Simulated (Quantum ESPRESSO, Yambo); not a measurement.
# A GW chain in Yambo: ZrSe3 (P2_1/m), part 2 of 3

How does a plane-wave GW calculation on ZrSe3 (P2_1/m) run from the first input to the gap?

Quantum ESPRESSO 7.5 and Yambo 5.3.0; PBEsol and many-body steps on it, plane waves. Known limits of the many-body steps: not at the basis limit; no spin-orbit coupling; coarse k mesh.

So far. Step 2 (Ground state): The gap is indirect, with the least direct gap 0.28 eV higher.

### Step 3. Bands along the symmetry lines

Level of this step: DFT, PBEsol, plane waves, norm-conserving pseudopotentials (Quantum ESPRESSO).

Levels along a band path, at the cheap level, show where the edges lie and whether the meshes to come will hold them.

File pw.in:

```
&control
  calculation = 'bands'
  prefix = 'x'
  outdir = 'o'
  pseudo_dir = 'pseudo'
/
&system
  ibrav = 0
  nat = 8
  ntyp = 2
  ecutwfc = 104.0
  nbnd = 90
  force_symmorphic = .true.
/
&electrons
  conv_thr = 1e-9
  electron_maxstep = 80
  diago_full_acc = .true.
  diago_thr_init = 5e-6
/
ATOMIC_SPECIES
  Zr 91.224 Zr.upf
  Se 78.971 Se.upf
CELL_PARAMETERS angstrom
  5.4109000000 -0.0000000000 -0.0000000000
  -0.0000000000 3.7488000000 0.0000000000
  -1.2294209091 0.0000000000 9.3636349901
ATOMIC_POSITIONS crystal
  Zr 0.2850000000 0.2500000000 0.6560000000
  Zr 0.7150000000 0.7500000000 0.3440000000
  Se 0.7620000000 0.2500000000 0.5540000000
  Se 0.2380000000 0.7500000000 0.4460000000
  Se 0.4560000000 0.2500000000 0.1740000000
  Se 0.5440000000 0.7500000000 0.8260000000
  Se 0.8880000000 0.2500000000 0.1690000000
  Se 0.1120000000 0.7500000000 0.8310000000
K_POINTS crystal
  81
  0.00000000 0.00000000 0.00000000 1
  0.00000000 0.06250000 0.00000000 1
  0.00000000 0.12500000 0.00000000 1
  0.00000000 0.18750000 0.00000000 1
  0.00000000 0.25000000 0.00000000 1
  0.00000000 0.31250000 0.00000000 1
  0.00000000 0.37500000 0.00000000 1
  0.00000000 0.43750000 0.00000000 1
  0.00000000 0.50000000 0.00000000 1
  0.00000000 0.50000000 0.06250000 1
  0.00000000 0.50000000 0.12500000 1
  0.00000000 0.50000000 0.18750000 1
  0.00000000 0.50000000 0.25000000 1
  0.00000000 0.50000000 0.31250000 1
  0.00000000 0.50000000 0.37500000 1
  0.00000000 0.50000000 0.43750000 1
  0.00000000 0.50000000 0.50000000 1
  0.00000000 0.43750000 0.50000000 1
  0.00000000 0.37500000 0.50000000 1
  0.00000000 0.31250000 0.50000000 1
  0.00000000 0.25000000 0.50000000 1
  0.00000000 0.18750000 0.50000000 1
  0.00000000 0.12500000 0.50000000 1
  0.00000000 0.06250000 0.50000000 1
  0.00000000 0.00000000 0.50000000 1
  0.00000000 0.00000000 0.43750000 1
  0.00000000 0.00000000 0.37500000 1
  0.00000000 0.00000000 0.31250000 1
  0.00000000 0.00000000 0.25000000 1
  0.00000000 0.00000000 0.18750000 1
  0.00000000 0.00000000 0.12500000 1
  0.00000000 0.00000000 0.06250000 1
  0.00000000 0.00000000 0.00000000 1
  -0.06250000 0.00000000 0.06250000 1
  -0.12500000 0.00000000 0.12500000 1
  -0.18750000 0.00000000 0.18750000 1
  -0.25000000 0.00000000 0.25000000 1
  -0.31250000 0.00000000 0.31250000 1
  -0.37500000 0.00000000 0.37500000 1
  -0.43750000 0.00000000 0.43750000 1
  -0.50000000 0.00000000 0.50000000 1
  -0.50000000 0.06250000 0.50000000 1
  -0.50000000 0.12500000 0.50000000 1
  -0.50000000 0.18750000 0.50000000 1
  -0.50000000 0.25000000 0.50000000 1
  -0.50000000 0.31250000 0.50000000 1
  -0.50000000 0.37500000 0.50000000 1
  -0.50000000 0.43750000 0.50000000 1
  -0.50000000 0.50000000 0.50000000 1
  -0.43750000 0.50000000 0.43750000 1
  -0.37500000 0.50000000 0.37500000 1
  -0.31250000 0.50000000 0.31250000 1
  -0.25000000 0.50000000 0.25000000 1
  -0.18750000 0.50000000 0.18750000 1
  -0.12500000 0.50000000 0.12500000 1
  -0.06250000 0.50000000 0.06250000 1
  0.00000000 0.50000000 0.00000000 1
  -0.06250000 0.50000000 0.00000000 1
  -0.12500000 0.50000000 0.00000000 1
  -0.18750000 0.50000000 0.00000000 1
  -0.25000000 0.50000000 0.00000000 1
  -0.31250000 0.50000000 0.00000000 1
  -0.37500000 0.50000000 0.00000000 1
  -0.43750000 0.50000000 0.00000000 1
  -0.50000000 0.50000000 0.00000000 1
  -0.50000000 0.43750000 0.00000000 1
  -0.50000000 0.37500000 0.00000000 1
  -0.50000000 0.31250000 0.00000000 1
  -0.50000000 0.25000000 0.00000000 1
  -0.50000000 0.18750000 0.00000000 1
  -0.50000000 0.12500000 0.00000000 1
  -0.50000000 0.06250000 0.00000000 1
  -0.50000000 0.00000000 0.00000000 1
  -0.43750000 0.00000000 0.00000000 1
  -0.37500000 0.00000000 0.00000000 1
  -0.31250000 0.00000000 0.00000000 1
  -0.25000000 0.00000000 0.00000000 1
  -0.18750000 0.00000000 0.00000000 1
  -0.12500000 0.00000000 0.00000000 1
  -0.06250000 0.00000000 0.00000000 1
  0.00000000 0.00000000 0.00000000 1
```

The run is started by

```console
$ OMP_NUM_THREADS=1 mpirun -n 8 pw.x -nk 8 -in pw.in > pw.out
```

Log:

```text
[banner, memory and clock lines left out]
Program PWSCF v.7.5 starts

     Atomic positions and unit cell read from directory:
     o/x.save/

     Message from routine setup:
     using ibrav=0 with symmetry is DISCOURAGED, use correct ibrav instead

     G-vector sticks info

     bravais-lattice index     =            0
     lattice parameter (alat)  =      10.2251  a.u.
     unit-cell volume          =    1281.7486 (a.u.)^3
     number of atoms/cell      =            8
     number of atomic types    =            2
     number of electrons       =       168.00
     number of Kohn-Sham states=           90
     kinetic-energy cutoff     =     104.0000  Ry
     charge density cutoff     =     416.0000  Ry
     Exchange-correlation= PBESOL
                           (   1   4  10   8   0   0   0)

     celldm(1)=  10.225119  celldm(2)=   0.000000  celldm(3)=   0.000000
     celldm(4)=   0.000000  celldm(5)=   0.000000  celldm(6)=   0.000000

     crystal axes: (cart. coord. in units of alat)
               a(1) = (   1.000000  -0.000000  -0.000000 )
               a(2) = (  -0.000000   0.692824   0.000000 )
               a(3) = (  -0.227212   0.000000   1.730513 )

     reciprocal axes: (cart. coord. in units 2 pi/alat)
               b(1) = (  1.000000  0.000000  0.131297 )
               b(2) = (  0.000000  1.443369  0.000000 )
               b(3) = (  0.000000  0.000000  0.577863 )
     Pseudo is Norm-conserving + core correction, Zval = 12.0
     Generated using ONCVPSP code by D. R. Hamann
     Using radial grid of 1604 points,  6 beta functions with:
     Pseudo is Norm-conserving + core correction, Zval = 24.0
     Generated using ONCVPSP code by D. R. Hamann
     Using radial grid of 1198 points,  6 beta functions with:
     Zr               12.00    91.22400     Zr( 1.00)
     Se               24.00    78.97100     Se( 1.00)

      2 Sym. Ops., with inversion, found

   Cartesian axes

     site n.     atom                  positions (alat units)
         1        Zr     tau(   1) = (   0.1359490   0.1732059   1.1352168  )
         2        Zr     tau(   2) = (   0.6368391   0.5196178   0.5952966  )
         3        Se     tau(   3) = (   0.6361246   0.1732059   0.9587044  )
         4        Se     tau(   4) = (   0.1366635   0.5196178   0.7718090  )
         5        Se     tau(   5) = (   0.4164651   0.1732059   0.3011093  )
         6        Se     tau(   6) = (   0.3563230   0.5196178   1.4294041  )
         7        Se     tau(   7) = (   0.8496012   0.1732059   0.2924568  )
         8        Se     tau(   8) = (  -0.0768131   0.5196178   1.4380566  )

     number of k points=    81
                       cart. coord. in units 2pi/alat
        k(    1) = (   0.0000000   0.0000000   0.0000000), wk =   0.0246914
        k(    2) = (   0.0000000   0.0902105   0.0000000), wk =   0.0246914
        k(    3) = (   0.0000000   0.1804211   0.0000000), wk =   0.0246914
[...]
[... 69 further rows ...]
        k(   80) = (  -0.0625000   0.0000000  -0.0082061), wk =   0.0246914
        k(   81) = (   0.0000000   0.0000000   0.0000000), wk =   0.0246914

     Dense  grid:   183623 G-vectors     FFT dimensions: (  72,  45, 120)

     The potential is recalculated from file :
     o/x.save/charge-density

     Starting wfcs are   98 randomized atomic wfcs

     Band Structure Calculation

     End of band structure calculation

          k = 0.0000 0.0000 0.0000 ( 22959 PWs)   bands (ev):

  -197.1565-197.1565-197.1419-197.1419-196.3597-196.3597-136.9919-136.9919
  -136.9784-136.9784-136.7591-136.7591-136.7526-136.7526-136.7431-136.7431
  -136.7368-136.7368-136.0462-136.0461-136.0393-136.0393-136.0250-136.0249
   -38.4723 -38.4717 -37.4172 -37.4172 -37.3245 -37.3245 -37.3117 -37.3117
   -37.3064 -37.3063 -37.2790 -37.2790 -37.2707 -37.2706 -37.0860 -37.0858
   -37.0826 -37.0826 -37.0678 -37.0678 -37.0648 -37.0648 -36.4466 -36.4452
[...]
13.5625  13.6668

          k = 0.0000 0.0902 0.0000 ( 22949 PWs)   bands (ev):

[...]
13.5676  13.6584

          k = 0.0000 0.1804 0.0000 ( 22983 PWs)   bands (ev):

[...]
13.5279  13.6495

[...]
k =-0.0625 0.0000 0.0279 ( 22952 PWs)   bands (ev):

[...]
k =-0.1250 0.0000 0.0558 ( 22986 PWs)   bands (ev):

[...]
k =-0.1875 0.0000 0.0837 ( 23002 PWs)   bands (ev):

[...]
k =-0.1250 0.7217 0.0558 ( 22902 PWs)   bands (ev):

[...]
k =-0.0625 0.7217 0.0279 ( 22916 PWs)   bands (ev):

[...]
k = 0.0000 0.7217 0.0000 ( 22922 PWs)   bands (ev):

[...]
k =-0.0625 0.7217-0.0082 ( 22904 PWs)   bands (ev):

[...]
k =-0.1250 0.7217-0.0164 ( 22924 PWs)   bands (ev):

[...]
k =-0.1875 0.7217-0.0246 ( 22926 PWs)   bands (ev):

[...]
k =-0.1250 0.0000-0.0164 ( 22996 PWs)   bands (ev):

[...]
k =-0.0625 0.0000-0.0082 ( 22960 PWs)   bands (ev):

[...]
13.5660  13.8191

          k = 0.0000 0.0000 0.0000 ( 22959 PWs)   bands (ev):

[...]
-136.9784-136.9784-136.7591-136.7591-136.7526-136.7526-136.7431-136.7431
  -136.7368-136.7368-136.0462-136.0461-136.0393-136.0393-136.0250-136.0249
[...]
6.1656   7.3504   7.5153   7.9998   8.5120   9.4022   9.6623   9.8077
     9.8205   9.9269  10.3966  10.5070  11.1681  11.5509  13.1795  13.3778
    13.5625  13.6668

     XML data file, pseudopotentials, collected wavefunctions
```

Elapsed: 2 min, on 8 MPI ranks of Arm Neoverse V2, shared host; peak memory 2.5 GiB; 16 min of CPU time.

This step gave:

| Quantity | Value |
| --- | --- |
| gap | 0.3146 eV |
| k of the valence top | -0.125, 0, 0 |
| k of the conduction bottom | -0.5, 0.125, 0 |
| least direct gap | 0.5952 eV |

The gap is 0.315 eV, −0.007 eV from the run before at this level.

Electronic bands along the path, in eV, zero at the top of the highest filled band:

```
  point  band 81  band 82  band 83  band 84  band 85  band 86  band 87  band 88
      Γ    -0.69    -0.58    -0.11     0.00     0.66     1.04     2.67     2.87
halfway    -1.29    -1.23    -1.03    -0.89     1.78     2.00     2.71     2.83
      Z    -1.70    -1.70    -1.16    -1.16     2.41     2.41     2.82     2.82
halfway    -1.80    -1.80    -1.15    -1.15     2.43     2.43     2.82     2.82
      D    -1.91    -1.91    -1.15    -1.15     2.44     2.44     2.82     2.82
halfway    -1.23    -1.10    -0.99    -0.91     1.63     2.22     2.67     2.88
      B    -0.69    -0.60    -0.14    -0.10     0.50     1.20     2.68     2.84
halfway    -0.70    -0.59    -0.13    -0.05     0.55     1.15     2.69     2.83
      Γ    -0.69    -0.58    -0.11     0.00     0.66     1.04     2.67     2.87
halfway    -0.87    -0.58    -0.56    -0.09     0.80     1.15     1.83     2.12
      A    -1.47    -0.89    -0.45    -0.42     0.34     0.56     1.16     1.26
halfway    -1.34    -1.19    -1.06    -0.99     0.39     0.57     2.11     2.21
      E    -1.67    -1.67    -1.42    -1.42     0.58     0.58     2.54     2.54
halfway    -1.56    -1.56    -1.28    -1.28     2.27     2.27     2.43     2.43
      Z    -1.70    -1.70    -1.16    -1.16     2.41     2.41     2.82     2.82
halfway    -1.52    -1.52    -1.21    -1.21     2.12     2.12     2.49     2.49
     C2    -1.83    -1.83    -1.33    -1.33     0.57     0.57     2.44     2.44
halfway    -1.30    -1.28    -1.19    -1.00     0.37     0.58     2.05     2.09
     Y2    -0.97    -0.56    -0.38    -0.30     0.33     0.67     1.14     1.23
halfway    -0.57    -0.51    -0.38    -0.06     0.85     1.10     1.84     2.17
      Γ    -0.69    -0.58    -0.11     0.00     0.66     1.04     2.67     2.87
```

### Step 4. Empty states on the mesh, 2×4×2 mesh, 214 bands

The sums over transitions need many empty states on a uniform mesh; this step solves for them.

File pw.in:

```
&control
  calculation = 'nscf'
  prefix = 'x'
  outdir = 'o'
  pseudo_dir = 'pseudo'
/
&system
  ibrav = 0
  nat = 8
  ntyp = 2
  ecutwfc = 104.0
  nbnd = 214
  force_symmorphic = .true.
/
&electrons
  conv_thr = 1e-9
  electron_maxstep = 80
  diago_full_acc = .true.
  diago_thr_init = 5e-6
/
ATOMIC_SPECIES
  Zr 91.224 Zr.upf
  Se 78.971 Se.upf
CELL_PARAMETERS angstrom
  5.4109000000 -0.0000000000 -0.0000000000
  -0.0000000000 3.7488000000 0.0000000000
  -1.2294209091 0.0000000000 9.3636349901
ATOMIC_POSITIONS crystal
  Zr 0.2850000000 0.2500000000 0.6560000000
  Zr 0.7150000000 0.7500000000 0.3440000000
  Se 0.7620000000 0.2500000000 0.5540000000
  Se 0.2380000000 0.7500000000 0.4460000000
  Se 0.4560000000 0.2500000000 0.1740000000
  Se 0.5440000000 0.7500000000 0.8260000000
  Se 0.8880000000 0.2500000000 0.1690000000
  Se 0.1120000000 0.7500000000 0.8310000000
K_POINTS automatic
  2 4 2 0 0 0
```

The run is started by

```console
$ OMP_NUM_THREADS=1 mpirun -n 8 pw.x -nk 4 -in pw.in > pw.out
```

Log:

```text
[banner, memory and clock lines left out]
Program PWSCF v.7.5 starts

     Atomic positions and unit cell read from directory:
     o/x.save/

     Message from routine setup:
     using ibrav=0 with symmetry is DISCOURAGED, use correct ibrav instead

     bravais-lattice index     =            0
     lattice parameter (alat)  =      10.2251  a.u.
     unit-cell volume          =    1281.7486 (a.u.)^3
     number of atoms/cell      =            8
     number of atomic types    =            2
     number of electrons       =       168.00
     number of Kohn-Sham states=          214
     kinetic-energy cutoff     =     104.0000  Ry
     charge density cutoff     =     416.0000  Ry
     Exchange-correlation= PBESOL
                           (   1   4  10   8   0   0   0)

     celldm(1)=  10.225119  celldm(2)=   0.000000  celldm(3)=   0.000000
     celldm(4)=   0.000000  celldm(5)=   0.000000  celldm(6)=   0.000000

     crystal axes: (cart. coord. in units of alat)
               a(1) = (   1.000000  -0.000000  -0.000000 )
               a(2) = (  -0.000000   0.692824   0.000000 )
               a(3) = (  -0.227212   0.000000   1.730513 )

     reciprocal axes: (cart. coord. in units 2 pi/alat)
               b(1) = (  1.000000  0.000000  0.131297 )
               b(2) = (  0.000000  1.443369  0.000000 )
               b(3) = (  0.000000  0.000000  0.577863 )
     Pseudo is Norm-conserving + core correction, Zval = 12.0
     Generated using ONCVPSP code by D. R. Hamann
     Using radial grid of 1604 points,  6 beta functions with:
     Pseudo is Norm-conserving + core correction, Zval = 24.0
     Generated using ONCVPSP code by D. R. Hamann
     Using radial grid of 1198 points,  6 beta functions with:
     Zr               12.00    91.22400     Zr( 1.00)
     Se               24.00    78.97100     Se( 1.00)

      2 Sym. Ops., with inversion, found

   Cartesian axes

     site n.     atom                  positions (alat units)
         1        Zr     tau(   1) = (   0.1359490   0.1732059   1.1352168  )
         2        Zr     tau(   2) = (   0.6368391   0.5196178   0.5952966  )
         3        Se     tau(   3) = (   0.6361246   0.1732059   0.9587044  )
         4        Se     tau(   4) = (   0.1366635   0.5196178   0.7718090  )
         5        Se     tau(   5) = (   0.4164651   0.1732059   0.3011093  )
         6        Se     tau(   6) = (   0.3563230   0.5196178   1.4294041  )
         7        Se     tau(   7) = (   0.8496012   0.1732059   0.2924568  )
         8        Se     tau(   8) = (  -0.0768131   0.5196178   1.4380566  )

     number of k points=    12
                       cart. coord. in units 2pi/alat
        k(    1) = (   0.0000000   0.0000000   0.0000000), wk =   0.1250000
        k(    2) = (   0.0000000   0.0000000  -0.2889316), wk =   0.1250000
        k(    3) = (   0.0000000   0.3608421   0.0000000), wk =   0.2500000
[...]
k(   11) = (  -0.5000000  -0.7216843  -0.0656487), wk =   0.1250000
        k(   12) = (  -0.5000000  -0.7216843  -0.3545803), wk =   0.1250000

     Dense  grid:   183623 G-vectors     FFT dimensions: (  72,  45, 120)

     The potential is recalculated from file :
     o/x.save/charge-density

     Starting wfcs are   98 randomized atomic wfcs +  116 random wfcs

     Band Structure Calculation

     End of band structure calculation

          k = 0.0000 0.0000 0.0000 ( 22959 PWs)   bands (ev):

  -197.1565-197.1565-197.1419-197.1419-196.3597-196.3597-136.9919-136.9919
  -136.9784-136.9784-136.7591-136.7591-136.7526-136.7526-136.7431-136.7431
  -136.7368-136.7368-136.0462-136.0461-136.0393-136.0393-136.0250-136.0249
   -38.4723 -38.4717 -37.4172 -37.4172 -37.3245 -37.3245 -37.3117 -37.3117
   -37.3064 -37.3063 -37.2790 -37.2790 -37.2707 -37.2706 -37.0860 -37.0858
   -37.0826 -37.0826 -37.0678 -37.0678 -37.0648 -37.0648 -36.4466 -36.4452
[...]
[... 15 further rows ...]
[...]
47.1330  47.2818  48.2149  48.2284  48.2553  48.8241

          k = 0.0000 0.0000-0.2889 ( 23008 PWs)   bands (ev):

[...]
[... 15 further rows ...]
[...]
47.3395  47.3569  47.5489  48.1197  48.1832  48.2986

          k = 0.0000 0.3608 0.0000 ( 22961 PWs)   bands (ev):

[...]
-136.9784-136.9784-136.7591-136.7591-136.7526-136.7526-136.7431-136.7431
  -136.7368-136.7368-136.0461-136.0461-136.0393-136.0393-136.0250-136.0250
[...]
6.3942   6.7318   7.1761   7.6777   7.8281   8.7232   8.8591   9.0417
     [... 15 further rows ...]
    45.3108  45.6677  46.0340  46.3318  46.4342  46.5654  46.7562  47.1856
    47.3434  47.6138  47.9183  48.3225  48.3341  48.4104

          k = 0.0000 0.3608-0.2889 ( 22962 PWs)   bands (ev):

     [... further k-points ...]

     highest occupied, lowest unoccupied level (ev):    10.5070   10.8367

     XML data file, pseudopotentials, collected wavefunctions
```

The job ended after 76 s (8 MPI ranks; peak memory 2.3 GiB).

This step gave:

```
gap                                                           : 0.3297 eV
k of the valence top                                          : 0, 0, 0
k of the conduction bottom                                    : -0.5, 0, 0
least direct gap                                              : 0.6027 eV
k points computed                                             : 12
lowest point of the top converged band, above the valence top : 36.83 eV
```

On this mesh the gap is 0.330 eV.

[end of part 2 of 3]

[Paths, hosts, dates, memory and timing lines, banners, echoed tables and standing remarks are left out of the program output.]

[Logs are printed without paths, hosts, clocks, repeated set-up lines and the standing remarks that a program may print on its own settings, such as how far it seeks lower states.]

[Runs of the session that timed out or met a known fault of the program may be left out.]

[Hosts, paths, dates, database ids (printed as entryN), source tags and the programs' standing remarks are cut or masked in the printed files.]
